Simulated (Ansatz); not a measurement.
# As (Pm-3m, 1 atom in the cell): a soft mode frozen in

Aim: this structure of As (Pm-3m, 1 atom in the cell) is to be tested for unstable modes, and one is followed downhill.

Calculated with Ansatz 0.2.0; DFT PBEsol, scalar-relativistic, plane waves, PAW.

Most raw output is cut from this account.

This is not the structure that As takes at ambient pressure and room temperature (space group No. 166); it is a model or a phase of other conditions.

### Step 1. The structure

Symmetry: Pm-3m, No. 221, cubic system. The conventional cell has a = 2.689 Å, b = 2.689 Å, c = 2.689 Å, α = 90.00°, β = 90.00°, γ = 90.00°. As has 6 As at 2.69 Å nearest.

### Step 2. The dispersion

The cell comes from relaxations at this level that are not shown. Stability and thermal properties need the whole zone. Linear response on a 4×4×4 q mesh gives force constants as far as a supercell of that size would.

Input file input.yaml:

```yaml
crystal:
  lattice:
    - [2.6885784294, 0.0, 0.0]
    - [0.0, 2.6885784294, 0.0]
    - [0.0, 0.0, 2.6885784294]
  atoms:
    - { symbol: As, position: [0.5, 0.5, 0.5] }
kpoints:
  mp_grid: { grid: [16, 16, 16] }
hamiltonian:
  xc: pbesol
scf:
  occupations: { method: methfessel_paxton, width: 0.15 }
output:
  eigenvalues: true
phonons:
  method: dfpt
  qmesh: [4, 4, 4]
  temperatures: { t_max: 1000, t_step: 50 }
  qpath:
    path:
      - [[0.0, 0.0, 0.0], [0.0, 0.5, 0.0], [0.5, 0.5, 0.0], [0.0, 0.0, 0.0], [0.5, 0.5, 0.5], [0.0, 0.5, 0.0]]
      - [[0.5, 0.5, 0.5], [0.5, 0.5, 0.0]]
    npoints: 10
```

Run with:

```bash
$ ansatz run input.yaml --threads 4 --pin off --max-ram 7168MiB --backend cpu --events-out ev --progress --plain --runs-dir out
```

Run time: 94 s. Hardware: 4 threads of Arm Neoverse V1, shared host; peak memory 1.4 GiB; 5.9 min of CPU time.

Numbers from this step:

| Quantity | Value |
| --- | --- |
| volume per atom | 19.43 Å³ |
| gap on the k-mesh | 0 eV |
| sum-rule residual before enforcement | 6.69e-6 eV/Å² |
| lowest frequency on the path | -195.6 cm⁻¹ |
| highest frequency on the path or at a solved wavevector | 192.2 cm⁻¹ |
| lowest mode on the q mesh (acoustic modes at Γ apart) | -195.6 cm⁻¹ |

Frequencies (cm⁻¹) solved at each irreducible wavevector; negative means imaginary. Frequencies by wavevector, by row:

```tsv
q in reciprocal lattice units	star	mode 1	mode 2	mode 3
0 0 0	1	0	0	0
0 0 0.25	6	57.2	57.2	139.1
0 0 -0.5	3	65.3	65.3	152.9
0 0.25 0.25	12	80.3	132	164.1
0 0.25 -0.5	12	81.2	87.4	155.2
0 -0.5 -0.5	3	93.3	97.7	97.7
0.25 0.25 0.25	8	152.9	152.9	192.2
0.25 0.25 -0.5	12	-48.7	156.4	178.6
0.25 -0.5 -0.5	6	-51.1	-51.1	164.5
-0.5 -0.5 -0.5	1	-195.6	-195.6	-195.6
```

Interpolated from a 4×4×4 q mesh. The phonon branches at the labelled points (cm⁻¹):

```tsv
point	branch 1	branch 2	branch 3
Γ	0	0	0
halfway	57	57	139
X	65	65	153
halfway	81	87	155
M	93	98	98
halfway	80	132	164
Γ	0	0	0
halfway	153	153	192
R	-196	-196	-196
halfway	-49	156	179
X	65	65	153
jump to R	-196	-196	-196
halfway	-51	-51	164
M	93	98	98
```

Symmetry leaves 10 wavevectors to solve. The lowest mode among them, the acoustic zeros apart, lies at q = (-0.5, -0.5, -0.5) and is imaginary, 195.6i cm⁻¹, so the energy falls along it.

### Step 3. The mode frozen in, largest atomic shift 0 Å

The mode followed lies at q = (-0.5, -0.5, -0.5) with frequency 195.6i cm⁻¹ and is 3-fold degenerate, the softest among the wavevectors solved. At small amplitude the distorted cell has space group no. 139 by a symmetry search on the positions. The undistorted cell that holds it gives the zero of energy on the same k mesh.

System of this step: As. It takes space group Pm-3m (No. 221, cubic). The conventional cell has a = 2.689 Å, b = 2.689 Å, c = 2.689 Å, α = 90.00°, β = 90.00°, γ = 90.00°. Nearest to As lie 6 As at 2.69 Å.

Input file input.yaml:

```yaml
crystal:
  lattice:
    - [2.6885784294, 2.6885784294, 0.0]
    - [2.6885784294, 0.0, 2.6885784294]
    - [2.6885784294, 0.0, -2.6885784294]
  atoms:
    - { symbol: As, position: [0.5, 0.25, 0.75] }
    - { symbol: As, position: [0.5, 0.75, 0.25] }
kpoints:
  mp_grid: { grid: [14, 14, 14] }
hamiltonian:
  xc: pbesol
scf:
  occupations: { method: methfessel_paxton, width: 0.15 }
output:
  forces: true
  stress: true
  eigenvalues: true
```

Wall time 1 s (4 threads); peak memory 0.35 GiB.

This step gave:

| Quantity | Value |
| --- | --- |
| pressure | 0.05508 GPa |
| energy from the undistorted cell | 0 meV/atom |

The run ends at a pressure of 0.06 GPa.

### Step 4. The mode frozen in, largest atomic shift 0.14 Å

The atoms are moved along the unstable eigenvector, the largest shift by 0.14 Å, with the cell fixed.

input.yaml, the sections that differ from step 3:

```yaml
crystal:
  lattice:
    - [2.6885784294, 2.6885784294, 0.0]
    - [2.6885784294, 0.0, 2.6885784294]
    - [2.6885784294, 0.0, -2.6885784294]
  atoms:
    - { symbol: As, position: [0.5, 0.223963936, 0.723963936] }
    - { symbol: As, position: [0.5, 0.776036064, 0.276036064] }
# kpoints, hamiltonian, scf, output: as in step 3
```

Elapsed: 2.1 s, on 4 threads; peak memory 0.43 GiB.

Numbers from this step:

| Item | Value |
| --- | --- |
| pressure | 3.456 GPa |
| energy from the undistorted cell | -35.69 meV/atom |

The energy, extrapolated to zero smearing, is -35.69 meV/atom against the undistorted cell.

The run ends at a pressure of 3.46 GPa, with forces up to 0.23 eV/Å.

### Step 5. Energy along the mode, all amplitudes (two of the runs are shown above)

An imaginary frequency means negative curvature, so the energy should fall and then rise again as anharmonic terms take over.

Numbers from this step:

```yaml
depth_at_the_lowest_point_sampled: 35.69 meV/atom
largest_atomic_shift_at_that_point: 0.14 Å
```

The energy from the parent by largest atomic shift:

```tsv
largest atomic shift (Å)	energy from the parent (meV/atom)
0.0000	0
0.0400	-8.74
0.0800	-27.0
0.1400	-35.7
0.2200	48.3
```

Displacement at unit largest shift by atom:

```tsv
atom	x (Å)	y (Å)	z (Å)	size
As1	-1.00	0.00	0.00	1.00
As2	1.00	0.00	0.00	1.00
```

The lowest of the steps tried is at 0.14 Å, 35.7 meV/atom below the parent; the bottom of the well need not coincide with a step.

### Step 6. Relaxation from the frozen mode

Starting from the lowest point found, all atoms and the cell are let go, so that strain and other modes of the same symmetry can join in.

Edit input.yaml of step 4 so:

```diff
@@ -18 +18,6 @@
   eigenvalues: true
+relax:
+  adjacent_minimum: "off"
+  f_tol: 0.002
+  max_steps: 120
+  cell: { stress_tol: 0.03 }
```

The job ended after 16 s (4 threads; peak memory 0.46 GiB; 60 s of CPU time).

The steps of the relaxation:

```tsv
step	energy less that of the first step (eV)	largest force component (eV/Å)	pressure (GPa)	volume (Å³)
1	0.0000	0.2271	3.46	38.87
2	-0.0185	0.0482	-0.67	41.08
3	-0.0202	0.0428	-0.05	40.64
4	-0.0202	0.0373	-0.20	40.55
5	-0.0204	0.0006	0.00	40.52
6*	-0.0207	0.0006	0.00	40.52
```

Relaxation steps marked * repeat the geometry before them on a plane-wave basis chosen anew for their cell, so energy and pressure can jump there.

Forces are held to the 16 operations that the run works with; a distortion that breaks them can't arise in this run.

```tsv
conventional cell, symmetrised	before	after	change
a (Å)	3.802	3.832	+0.8 %
b (Å)	3.802	3.832	+0.8 %
c (Å)	5.377	5.520	+2.6 %
volume (Å³/atom)	19.43	20.26	+4.3 %
```

The relaxed structure:

```cif
data_structure
_symmetry_space_group_name_H-M 'P 1'
_symmetry_Int_Tables_number 1
_cell_length_a 3.8675
_cell_length_b 3.8675
_cell_length_c 3.8675
_cell_angle_alpha 88.946
_cell_angle_beta 59.390
_cell_angle_gamma 59.390
_cell_volume 40.52
loop_
_atom_site_label
_atom_site_type_symbol
_atom_site_fract_x
_atom_site_fract_y
_atom_site_fract_z
_atom_site_occupancy
As1 As 0.50000 0.22216 0.72216 1
As2 As 0.50000 0.77784 0.27784 1
```

Numbers from this step:

| Quantity | Value |
| --- | --- |
| pressure | 0.001796 GPa |
| volume per atom | 20.26 Å³ |

The distorted start has space group I4/mmm; the relaxation ends in I4/mmm.

### Step 7. The new phase in its own primitive cell

The relaxed structure is symmetrised, reduced to its primitive cell and relaxed tightly, as its phonons need.

input.yaml, the sections that differ from step 6:

```yaml
crystal:
  lattice:
    - [-1.9159022208, 1.9159022208, 2.7598063277]
    - [1.9159022208, -1.9159022208, 2.7598063277]
    - [1.9159022208, 1.9159022208, -2.7598063277]
  atoms:
    - { symbol: As, position: [0.2221565008, 0.2221565008, 0.0] }
    - { symbol: As, position: [0.7778434992, 0.7778434992, 0.0] }
relax:
  adjacent_minimum: "off"
  f_tol: 0.001
  max_steps: 60
  cell: { stress_tol: 0.01 }
# kpoints, hamiltonian, scf, output: as in step 6
```

It took 8.3 s on 4 threads; peak memory 0.47 GiB.

Little changed from the start: no atom moved by 0.005 Å and no cell edge by 0.1 %.

Numbers from this step:

| Item | Value |
| --- | --- |
| pressure | 0.001152 GPa |

The largest force component left is 0.30 meV/Å and the pressure is 0.001 GPa, within the tolerances set. The cell now holds 20.26 Å³/atom.

### Step 8. Modes of the new phase, k-mesh 14×14×14

A relaxed structure may still be a saddle point, so its zone-centre modes are computed. No field response is asked, since the mesh shows no gap.

input.yaml, the sections that differ from step 7:

```yaml
crystal:
  lattice:
    - [-1.9158464924, 1.9158464924, 2.7600669576]
    - [1.9158464924, -1.9158464924, 2.7600669576]
    - [1.9158464924, 1.9158464924, -2.7600669576]
  atoms:
    - { symbol: As, position: [0.2221452739, 0.2221452739, 0.0] }
    - { symbol: As, position: [0.7778547261, 0.7778547261, 0.0] }
output:
  eigenvalues: true
phonons:
  method: dfpt
# kpoints, hamiltonian, scf: as in step 7
# relax: removed
```

Wall time 27 s (4 threads); peak memory 1.2 GiB.

Numbers from this step:

```
sum-rule residual before enforcement                    : 2.38e-5 eV/Å²
point group                                             : 4/mmm
highest optical mode at the zone centre (no LO-TO term) : 218.7 cm⁻¹
lowest optical zone-centre mode                         : -110.0 cm⁻¹
```

Patterns of degenerate modes are one choice out of their space. Modes at Γ (negative means imaginary):

```tsv
mode	frequency (cm⁻¹)	symmetry
1	-110.0	Eg
2	-110.0	Eg
3	0.0	acoustic
4	0.0	acoustic
5	0.0	acoustic
6	218.7	A1g
```

Displacements in mode 1 (-110.0 cm⁻¹), the largest set to 1:
```
As1  0.00  1.00  0.00
As2  0.00 -1.00  0.00
```

Displacements in mode 6 (218.7 cm⁻¹), the largest set to 1:
```
As1  0.00  0.00  1.00
As2  0.00  0.00 -1.00
```

Before it was imposed, the acoustic sum rule was missed by 2.4e-5 eV/Å². Small misses are needed for a sound result but don't prove that mesh and cutoff are converged. The lowest optical mode is imaginary, 110.0i cm⁻¹, so the energy falls along it.

### Step 9. Outcome

```yaml
unstable_mode_of_the_parent: q = (-0.5, -0.5, -0.5), 196i cm⁻¹
depth_at_the_lowest_point_sampled: 35.7 meV/atom
largest_atomic_shift_at_that_point: 0.14 Å
space_group_reached_within_0p01_a: I4/mmm
energy_gained_over_the_parent_first_relaxation_on_the_mesh_of_the_frozen_mode: 46.0 meV/atom
volume_per_atom_phase_reached: 20.3 Å³
lowest_optical_zone_centre_mode_phase_reached: -110 cm⁻¹
highest_optical_mode_at_the_zone_centre_no_lo_to_term_phase_reached: 219 cm⁻¹
```

What this shows: Along this mode the structure falls into I4/mmm, 46.0 meV/atom below the parent. At the parent's cell the well is 35.69 meV/atom deep on the steps tried, with its lowest point at a shift of 0.14 Å. Relaxing atoms and cell changes the gain by +10.33 meV/atom against the lowest step (energies at zero smearing). The new phase still has an imaginary mode at the zone centre of its cell, so it is a saddle point on the way to a lower structure. Of the 6 patterns followed to their end from this parent, this one ends 33.6 meV/atom above the lowest, R-3m. Each path keeps the symmetry of its pattern, so a lower phase may lie along a pattern not tried. With no gap, or one that is small against the smearing, the frequencies hang on the k mesh and the smearing, most of all near Kohn anomalies.

[Logs are printed without paths, hosts, clocks, repeated set-up lines and the standing remarks that a program may print on its own settings, such as how far it seeks lower states.]

[Hosts, paths, dates, database ids (printed as entryN), source tags and the programs' standing remarks are cut or masked in the printed files.]
